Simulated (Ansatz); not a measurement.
**Ru (P6_3/mmc): phonon-mediated transition temperature**

What Tc do the phonons of Ru (P6_3/mmc) give, and how does it depend on μ*? The cell shown first is a relaxed one, from steps not shown here.

Method: DFT PBE, scalar-relativistic, plane waves, PseudoDojo norm-conserving pseudopotentials, in the first sound run; inputs show where later runs differ, in Ansatz 0.2.0.

Experimental background.

For Ru (bulk crystal), “List of superconductors” (2026, Wikipedia's table of superconducting elements, as read in December) quotes earlier work: superconducting transition temperature (bulk, normal pressure) 0.49 K.

## Step 1: The cell after earlier relaxation steps

The structure is hexagonal, space group P6_3/mmc (No. 194). Conventional cell: a = 2.721 Å, b = 2.721 Å, c = 4.299 Å, α = 90.00°, β = 90.00°, γ = 120.00°. Nearest to Ru lie 12 Ru at 2.66 to 2.72 Å.

Structure file:

```cif
data_structure
_symmetry_space_group_name_H-M 'P 1'
_symmetry_Int_Tables_number 1
_cell_length_a 2.7209
_cell_length_b 2.7209
_cell_length_c 4.2987
_cell_angle_alpha 90.000
_cell_angle_beta 90.000
_cell_angle_gamma 120.000
_cell_volume 27.56
loop_
_atom_site_label
_atom_site_type_symbol
_atom_site_fract_x
_atom_site_fract_y
_atom_site_fract_z
_atom_site_occupancy
Ru1 Ru 0.33333 0.66667 0.25000 1
Ru2 Ru 0.66667 0.33333 0.75000 1
```

## Step 2: Electron–phonon run: PseudoDojo files

The run that gives the couplings also evaluates McMillan's and Allen and Dynes's formulas and, where asked, the Eliashberg equations, over a range of μ*.

File input.yaml:

```yaml
crystal:
  lattice:
    - [2.7208561033, 0.0, 0.0]
    - [-1.3604280516, 2.3563305055, 0.0]
    - [0.0, 0.0, 4.2986910307]
  atoms:
    - { symbol: Ru, position: [0.3333333333, 0.6666666667, 0.25] }
    - { symbol: Ru, position: [0.6666666667, 0.3333333333, 0.75] }
kpoints:
  mp_grid: { grid: [18, 18, 9] }
hamiltonian:
  xc: pbe
  pseudopotentials: { kind: nc, accuracy: standard }
scf:
  occupations: { method: methfessel_paxton, width: 0.2 }
output:
  eigenvalues: true
phonons:
  method: dfpt
  qmesh: [6, 6, 3]
  temperatures: { t_max: 1000, t_step: 50 }
  qpath:
    path:
      - [[0.0, 0.0, 0.0], [0.5, 0.0, 0.0], [0.33333333, 0.33333333, 0.0], [0.0, 0.0, 0.0], [0.0, 0.0, 0.5], [0.5, 0.0, 0.5], [0.33333333, 0.33333333, 0.5], [0.0, 0.0, 0.5]]
      - [[0.5, 0.0, 0.5], [0.5, 0.0, 0.0]]
    npoints: 6
  electrical_resistivity:
    mesh: [24, 24, 12]
    temperatures: [20.0, 50.0, 80.0, 100.0, 150.0, 200.0, 273.0, 300.0, 400.0, 500.0, 600.0, 800.0]
  superconductivity: { mesh: [24, 24, 12], eliashberg_equations: false }
```

Launch:

```console
$ ansatz run input.yaml --threads 16 --pin off --max-ram 92160MiB --backend cuda --events-out ev --progress --plain --runs-dir out --max-vram 78GiB
```

Numbers of over 12 decimals in the logs are rounded to 6 here.

The program printed:

```text
Engine: ansatz 0.2.0, aarch64-unknown-linux-gnu
Pseudopotentials: kind: nc
Pseudopotential: Ru, nc, valence charge 16, recommended cutoff 1142.878222 eV (normal), Ru.nc.azcp (PseudoDojo's, or run here from an input of PseudoDojo's; its table is named by hamiltonian.pseudopotentials.accuracy)
Functional definition: PBE
  parameter kappa = 0.804
  parameter beta = 0.066725
  exchange = pbe_x(kappa = kappa, mu = beta*pi^2/3)
  correlation = pbe_c(beta = beta)
[...]
Crystal: 2 atoms, lattice volume = 27.560 Å³
Basis set: ecut = 1142.878222 eV, 2429 PW (Γ), exchange–correlation on 64×64×96 points (8 copies of the dense FFT grid, shifted against one another)
Bands: 20, of which v1, the nominal top of the filled ones, is band 16 counted from 1 (15 counted from 0)
Symmetry: 24 space group operations
k-points: 185 of 2916
Non-local potential: Ru, projectors of the file, l = 0: 2, l = 1: 2, l = 2: 2
Initial density: superposition of atomic densities (chi_scale 0.1, normalization cell)
Initial wavefunctions: pseudopotential atomic-orbital guess
[...]
Functional: x = pbe(κ = 0.804, μ = 0.219515), c = pbe(β = 0.066725)
[...]
SCF iter   1: F=—  HF=-5502.343259 eV  |F-HF|=—  |Δ(HF+E_count)|=         —  Δρ=1.23e-1  dr2=3.81e0  ethr=3.10e-3  ⟨swp⟩=7.1  Hψ=40058  notcnv=0
automatic band count: the SCF goes on with 24 bands, as 20 were too few: they end inside the smearing window of the response
preconditioner: auto → none  [metal: Δε(μ)=0.016 eV  Ē_g=11.406 eV  σ=0.200 eV  W_gap=0.07  n_scr=8 (ndim 8)  ℏωp=28.3 eV  f_vac=0.000  D(μ)=1.59/eV (n_scr^D=22)  sad-step TF]
SCF iter   2: F=—  HF=-5501.324377 eV  |F-HF|=—  |Δ(HF+E_count)|=    1.02e0  S|Δr|=    0.00e0  Δρ=5.32e-2  dr2=6.79e-1  ethr=3.10e-3  ⟨swp⟩=3.3  Hψ=9698  notcnv=0  defer=184
[...]
SCF iter   9: F=-5501.137346 eV  HF=-5501.137346 eV  |F-HF|=0.00e0  |Δ(HF+E_count)|=  9.09e-13  S|Δr|=    0.00e0  Δρ=8.72e-8  dr2=5.10e-13  ethr=1.00e-12  ⟨swp⟩=6.0  Hψ=18712  notcnv=0
SCF 1 converged in 9 iterations: F = -5501.137346 eV  dr2 = 5.10e-13
[...]
NSCF: frozen V_eff on 185 k-points, pencils in batches of 32, up to order 96
[...]
NSCF: frozen V_eff on 185 k-points
[...]
DFPT response loops at q = (0, 0, 0) (fractional): preconditioner auto → Kerker (q_TF=auto, 2.797 Å⁻¹) (partly filled bands, converged f_vac=0.000); β = 1.00, the filter's whole step (`scf.mixing.beta` (0.50) is not read by the response loops under this deck's `scf.mixing.preconditioner`; to damp them name `kerker` or `kerker_dos`, under which they read `scf.mixing.beta`, and type it under 1.00, their step now; both keys bind the ground state too); Anderson in place of MSR1; while a model of the screening serves, it and β = 1 on shorter waves in the place of filter and β
[...]
NSCF: frozen V_eff on 185 k-points
[...]
DFPT response loops at q = (0, 0, 0.333333) (fractional): mixed as the last ones told, above
[...]
DFPT response loops at q = (0, 0.166667, 0) (fractional): mixed as the last ones told, above
[...]
DFPT response loops at q = (0, 0.166667, 0.333333) (fractional): mixed as the last ones told, above
[...]
DFPT response loops at q = (0, 0.333333, 0) (fractional): mixed as the last ones told, above
[...]
DFPT response loops at q = (0, 0.333333, 0.333333) (fractional): mixed as the last ones told, above
[...]
DFPT response loops at q = (0, -0.5, 0) (fractional): mixed as the last ones told, above
[...]
DFPT response loops at q = (0, -0.5, 0.333333) (fractional): mixed as the last ones told, above
[...]
DFPT response loops at q = (0.166667, 0.166667, 0) (fractional): mixed as the last ones told, above
[...]
DFPT response loops at q = (0.166667, 0.166667, 0.333333) (fractional): mixed as the last ones told, above
[...]
DFPT response loops at q = (0.166667, 0.333333, 0) (fractional): mixed as the last ones told, above
[...]
DFPT response loops at q = (0.166667, 0.333333, 0.333333) (fractional): mixed as the last ones told, above
[...]
DFPT response loops at q = (0.333333, 0.333333, 0) (fractional): mixed as the last ones told, above
[...]
SCF 2 converged in 9 iterations: F = -5501.137346 eV  dr2 = 4.94e-13
[...]
SCF converged after 9 iterations
[...]
Hall coefficient in a weak field at 50 K (a third of the trace): 1.631e-10 m³/C (as a tensor it moves by 8.9 % between the two finest meshes); by each state's relaxation time: 1.664e-10 m³/C; by a constant relaxation time: 9.307e-11 m³/C
  mean free path at 80 K (of a tensor a third of its trace): 98.4 nm by what each carries, 73.7 by the Fermi surface alone
  Hall coefficient in a weak field at 80 K (a third of the trace): 1.851e-10 m³/C (as a tensor it moves by 6.4 % between the two finest meshes); by each state's relaxation time: 1.627e-10 m³/C; by a constant relaxation time: 9.303e-11 m³/C
  mean free path at 100 K (of a tensor a third of its trace): 52.0 nm by what each carries, 39.8 by the Fermi surface alone
  Hall coefficient in a weak field at 100 K (a third of the trace): 1.907e-10 m³/C (as a tensor it moves by 6.2 % between the two finest meshes); by each state's relaxation time: 1.573e-10 m³/C; by a constant relaxation time: 9.300e-11 m³/C
  mean free path at 150 K (of a tensor a third of its trace): 21.8 nm by what each carries, 17.5 by the Fermi surface alone
  Hall coefficient in a weak field at 150 K (a third of the trace): 1.908e-10 m³/C (as a tensor it moves by 6.3 % between the two finest meshes); by each state's relaxation time: 1.487e-10 m³/C; by a constant relaxation time: 9.297e-11 m³/C
  mean free path at 200 K (of a tensor a third of its trace): 13.9 nm by what each carries, 11.3 by the Fermi surface alone
  Hall coefficient in a weak field at 200 K (a third of the trace): 1.884e-10 m³/C (as a tensor it moves by 6.4 % between the two finest meshes); by each state's relaxation time: 1.453e-10 m³/C; by a constant relaxation time: 9.294e-11 m³/C
  mean free path at 273 K (of a tensor a third of its trace): 9.28 nm by what each carries, 7.62 by the Fermi surface alone
  Hall coefficient in a weak field at 273 K (a third of the trace): 1.865e-10 m³/C (as a tensor it moves by 6.5 % between the two finest meshes); by each state's relaxation time: 1.435e-10 m³/C; by a constant relaxation time: 9.290e-11 m³/C
  mean free path at 300 K (of a tensor a third of its trace): 8.30 nm by what each carries, 6.83 by the Fermi surface alone
  Hall coefficient in a weak field at 300 K (a third of the trace): 1.861e-10 m³/C (as a tensor it moves by 6.6 % between the two finest meshes); by each state's relaxation time: 1.432e-10 m³/C; by a constant relaxation time: 9.288e-11 m³/C
  mean free path at 400 K (of a tensor a third of its trace): 6.02 nm by what each carries, 4.95 by the Fermi surface alone
  Hall coefficient in a weak field at 400 K (a third of the trace): 1.852e-10 m³/C (as a tensor it moves by 6.6 % between the two finest meshes); by each state's relaxation time: 1.426e-10 m³/C; by a constant relaxation time: 9.283e-11 m³/C
  mean free path at 500 K (of a tensor a third of its trace): 4.74 nm by what each carries, 3.90 by the Fermi surface alone
  Hall coefficient in a weak field at 500 K (a third of the trace): 1.846e-10 m³/C (as a tensor it moves by 6.6 % between the two finest meshes); by each state's relaxation time: 1.422e-10 m³/C; by a constant relaxation time: 9.278e-11 m³/C
  mean free path at 600 K (of a tensor a third of its trace): 3.93 nm by what each carries, 3.23 by the Fermi surface alone
  Hall coefficient in a weak field at 600 K (a third of the trace): 1.840e-10 m³/C (as a tensor it moves by 6.6 % between the two finest meshes); by each state's relaxation time: 1.419e-10 m³/C; by a constant relaxation time: 9.273e-11 m³/C
  mean free path at 800 K (of a tensor a third of its trace): 2.93 nm by what each carries, 2.40 by the Fermi surface alone
  Hall coefficient in a weak field at 800 K (a third of the trace): 1.829e-10 m³/C (as a tensor it moves by 6.5 % between the two finest meshes); by each state's relaxation time: 1.411e-10 m³/C; by a constant relaxation time: 9.259e-11 m³/C
  the resistivity times a path that all electrons share, by the Fermi surface of the deck's mesh alone (a third of the trace): 4.702e-16 Ω·m²
  not converged in the mesh (λ; λ_tr; the resistivity at 20 K by 22.65 %; the resistivity at 50 K by 13.98 %; the resistivity at 80 K by 12.90 %; the resistivity at 100 K by 12.54 %; the resistivity at 150 K by 12.20 %; the resistivity at 200 K by 12.03 %; the resistivity at 273 K by 11.79 %; the resistivity at 300 K by 11.70 %; the resistivity at 400 K by 11.39 %; the resistivity at 500 K by 11.11 %; the resistivity [...]
  vibrations of 108 cells: unjudged by the run; compare a larger repeat
  the changes of the potential over all sites missed a rigid shift's by 0.00 % (the site terms' by 0.00 %)
  at the force constants' own smearing the fine mesh and the k-points of their solves give squared frequencies that differ by 3.5 % of the larger at the most, at (0.3333, 0.3333, 0)
--- Superconductivity: potentials and phonons of a 6×6×3 supercell ---
  pairing by harmonic phonons, in the closed forms alone; spin fluctuations are left out, and so is spin–orbit coupling
           mesh         λ    ħω_log (meV)  μ* declared at (meV)
       24×24×12    0.4602          23.137               24.033
        12×12×6    0.4548          23.159               24.034
          6×6×3    0.4971          23.091               23.944
  λ by the species' shares of the modes' patterns: Ru 0.4602
  transition temperature on the deck's mesh (K), isotropic and anisotropic, restricted to the Fermi surface (FSR) and over the full bandwidth (FBW), and the last with the density of states resolved in a narrower window:
        μ*   McMillan   Allen–Dynes      iso. FSR      iso. FBW    aniso. FSR    aniso. FBW  narrow window
      0.08      3.194         3.254             -             -             -             -              -
      0.10      2.298         2.337             -             -             -             -              -
      0.12      1.564         1.589             -             -             -             -              -
      0.13      1.258         1.277             -             -             -             -              -
      0.14      0.992         1.007             -             -             -             -              -
      0.16      0.574         0.582             -             -             -             -              -
      0.20      0.127         0.128             -             -             -             -              -
  not judged without the Eliashberg equations: between neighbouring meshes, the two finest first, λ moves by 1.17 % and 9.29 %
  vibrations of 108 cells: unjudged by the run; compare a larger repeat
  the changes of the potential over all sites missed a rigid shift's by 0.00 % (the site terms' by 0.00 %)
  at the force constants' own smearing the fine mesh and the k-points of their solves give squared frequencies that differ by 3.5 % of the larger at the most, at (0.3333, 0.3333, 0)
```

It took 2 min on 1 × NVIDIA GB200 with 16 threads of Arm Neoverse V2, shared host; peak memory 7.2 GiB.

In the SCF lines HF is the Harris–Foulkes energy and dr2 the Hartree energy of the density residual, in eV; the loop may stop once dr2 is under the threshold and the program's other checks hold. Hψ counts applications of the Hamiltonian.

Numbers from this step:

* volume per atom: 13.78 Å³/atom
* metallic on mesh: yes
* gap on the k-mesh: 0 eV
* zero-point energy: 0.07159 eV/cell
* share of imaginary modes in the plain interpolation between solved wavevectors: 0
* highest frequency, solved or plainly interpolated: 260.2 cm⁻¹
* Debye temperature (second moment): 365 K
* resistivity at 300 K: 6.881 μΩ cm, mean of the axes
* coupling constant λ: 0.4602
* density of states at the Fermi level: 0.8442 states/eV a spin and cell
* log mean phonon energy ħω_log: 23.14 meV
* transport coupling constant λ_tr: 0.492, 0.492, 0.4564 (xx, yy, zz)
* Drude plasma energy: 8.347, 8.347, 9.258 eV (xx, yy, zz)
* resistivity times mean free path: 5.127, 5.127, 3.852 × 10⁻¹⁶ Ω m² (xx, yy, zz)
* second-moment phonon energy ħω₂: 24.03 meV
* coupling λ by branch: 0.0877, 0.0837, 0.0865, 0.0716, 0.0678, 0.063 (branches by rank of frequency)

Transition temperatures:

```tsv
μ*	McMillan Tc (K)	Allen–Dynes Tc (K)
0.08	3.19	3.25
0.1	2.3	2.34
0.12	1.56	1.59
0.13	1.26	1.28
0.14	0.992	1.01
0.16	0.574	0.582
0.2	0.127	0.128
```

## Step 3: Coupling and resistivity: finite displacements

Finite displacements in a supercell are the other road to force constants and couplings; here with the base functional.

This step: DFT PBE, scalar-relativistic, plane waves, PAW; PAW set soft_1 (Ansatz 0.2.0).

Changes to input.yaml since step 2:

```diff
@@ -2,5 +2,5 @@
   lattice:
-    - [2.7208561033, 0.0, 0.0]
-    - [-1.3604280516, 2.3563305055, 0.0]
-    - [0.0, 0.0, 4.2986910307]
+    - [2.7194809999, 0.0, 0.0]
+    - [-1.3597405, 2.355139631, 0.0]
+    - [0.0, 0.0, 4.2964067716]
   atoms:
@@ -12,3 +12,3 @@
   xc: pbe
-  pseudopotentials: { kind: nc, accuracy: standard }
+  pseudopotentials: { kind: paw, azcp: { folder: soft_1 } }
 scf:
@@ -18,4 +18,4 @@
 phonons:
-  method: dfpt
-  qmesh: [6, 6, 3]
+  method: fd
+  supercell: [6, 6, 3]
   temperatures: { t_max: 1000, t_step: 50 }
```

The program printed:

```text
[...]
Crystal: 216 atoms, lattice volume = 2971.884 Å³
Basis set: ecut = 420 eV, 57991 PW (Γ), exchange–correlation on 240×240×180 points (8 copies of the dense FFT grid, shifted against one another)
Bands: 2160, of which v1, the nominal top of the filled ones, is band 1728 counted from 1 (1727 counted from 0)
Symmetry: 2592 space group operations
k-points: 6 of 27
[...]
SCF iter   1: F=—  HF=-1269806.455727 eV  |F-HF|=—  |Δ(HF+E_count)|=         —  Δρ=1.80e-8  dr2=2.51e-12  ethr=1.00e-12  ⟨swp⟩=3.0  Hψ=32439  notcnv=0
[...]
SCF iter   2: F=-1269806.455727 eV  HF=-1269806.455727 eV  |F-HF|=0.00e0  |Δ(HF+E_count)|=   1.16e-9  S|Δr|=    0.00e0  Δρ=1.05e-8  dr2=9.84e-13  ethr=1.00e-12  ⟨swp⟩=2.0  Hψ=16460  notcnv=0
SCF 1 converged in 2 iterations: F = -1269806.455727 eV  dr2 = 9.84e-13
[...]
Symmetry: 1 space group operations
k-points: 14 of 27 (time reversal used)
[...]
iter 1 solved again at ethr=2.79e-8 eV; its pass at ethr=3.10e-3 eV (dr2=9.64e-4 eV) is discarded
[...]
SCF iter   8: F=-1269806.455682 eV  HF=-1269806.455682 eV  |F-HF|=2.33e-10  |Δ(HF+E_count)|=    0.00e0  S|Δr|=    0.00e0  Δρ=3.27e-9  dr2=1.26e-12  ethr=1.00e-12  ⟨swp⟩=4.0  Hψ=91218  notcnv=0
SCF 2 converged in 8 iterations: F = -1269806.455682 eV  dr2 = 1.26e-12
[...]
the harmonic batch is taken at displacements of 0.00125 Å and a dr2 threshold of 1.6e-11 eV from here on, in place of 0.0025 Å and 6.3e-11 eV, a step that its levels, its solves or its constants may not bear out (scf.occupations.method, Limitations)
[...]
SCF iter   1: F=—  HF=-1269806.455727 eV  |F-HF|=—  |Δ(HF+E_count)|=         —  Δρ=1.80e-8  dr2=2.50e-12  ethr=1.00e-12  ⟨swp⟩=3.0  Hψ=32439  notcnv=0
SCF iter   2: F=-1269806.455727 eV  HF=-1269806.455727 eV  |F-HF|=1.40e-9  |Δ(HF+E_count)|=   1.63e-9  S|Δr|=    0.00e0  Δρ=1.05e-8  dr2=8.83e-13  ethr=1.00e-12  ⟨swp⟩=3.0  Hψ=28805  notcnv=0
SCF 3 converged in 2 iterations: F = -1269806.455727 eV  dr2 = 8.83e-13
[...]
SCF iter   7: F=-1269806.455716 eV  HF=-1269806.455716 eV  |F-HF|=6.98e-10  |Δ(HF+E_count)|=  9.31e-10  S|Δr|=    0.00e0  Δρ=7.26e-9  dr2=4.09e-12  ethr=1.00e-12  ⟨swp⟩=4.5  Hψ=91581  notcnv=0
SCF 4 converged in 7 iterations: F = -1269806.455716 eV  dr2 = 4.09e-12
[...]
Crystal: 2 atoms, lattice volume = 27.517 Å³
Basis set: ecut = 420 eV, 537 PW (Γ), exchange–correlation on 40×40×60 points (8 copies of the dense FFT grid, shifted against one another)
Bands: 20, of which v1, the nominal top of the filled ones, is band 16 counted from 1 (15 counted from 0)
[...]
SCF iter   1: F=—  HF=-11758.728579 eV  |F-HF|=—  |Δ(HF+E_count)|=         —  Δρ=1.22e-1  dr2=3.96e0  ethr=3.10e-3  ⟨swp⟩=4.4  Hψ=14032  notcnv=0
[...]
SCF 5 converged in 8 iterations: F = -11757.467183 eV  dr2 = 1.08e-11
[...]
SCF converged after 2 iterations
[...]
vibrations of 108 cells: unjudged by the run; compare a larger repeat
[...]
--- Superconductivity: potentials and phonons of a 6×6×3 supercell ---
[...]
mesh         λ    ħω_log (meV)  μ* declared at (meV)
       24×24×12    0.4622          23.128               24.023
        12×12×6    0.4566          23.147               24.022
          6×6×3    0.5004          23.075               23.929
  λ by the species' shares of the modes' patterns: Ru 0.4622
[...]
0.08      3.245         3.307             -             -             -             -              -
      0.10      2.341         2.382             -             -             -             -              -
      0.12      1.599         1.625             -             -             -             -              -
      0.13      1.289         1.309             -             -             -             -              -
      0.14      1.019         1.034             -             -             -             -              -
      0.16      0.593         0.601             -             -             -             -              -
      0.20      0.134         0.135             -             -             -             -              -
[...]
vibrations of 108 cells: unjudged by the run; compare a larger repeat
[...]
```

Wall time 3.6 min (1 × NVIDIA GB200 with 16 threads); peak memory 15 GiB.

Numbers from this step:

- volume per atom: 13.76 Å³/atom
- zero-point energy: 0.07158 eV/cell
- highest frequency, solved or plainly interpolated: 260 cm⁻¹
- resistivity at 300 K: 6.872 μΩ cm, mean of the axes
- coupling constant λ: 0.4622
- density of states at the Fermi level: 0.8429 states/eV a spin and cell
- log mean phonon energy ħω_log: 23.13 meV
- transport coupling constant λ_tr: 0.4938, 0.4938, 0.4579 (xx, yy, zz)
- Drude plasma energy: 8.365, 8.365, 9.294 eV (xx, yy, zz)
- resistivity times mean free path: 5.117, 5.117, 3.836 × 10⁻¹⁶ Ω m² (xx, yy, zz)
- second-moment phonon energy ħω₂: 24.02 meV
- coupling λ by branch: 0.0882, 0.0842, 0.0866, 0.072, 0.068, 0.0631 (branches by rank of frequency)

Transition temperatures:

```tsv
μ*	McMillan Tc (K)	Allen–Dynes Tc (K)
0.08	3.25	3.31
0.1	2.34	2.38
0.12	1.6	1.62
0.13	1.29	1.31
0.14	1.02	1.03
0.16	0.593	0.601
0.2	0.134	0.135
```

(Continued in part 2 of 2.)

[Logs are printed without paths, hosts, clocks, repeated set-up lines and the standing remarks that a program may print on its own settings, such as how far it seeks lower states.]

[Hosts, paths, dates, database ids (printed as entryN), source tags and the programs' standing remarks are cut or masked in the printed files.]
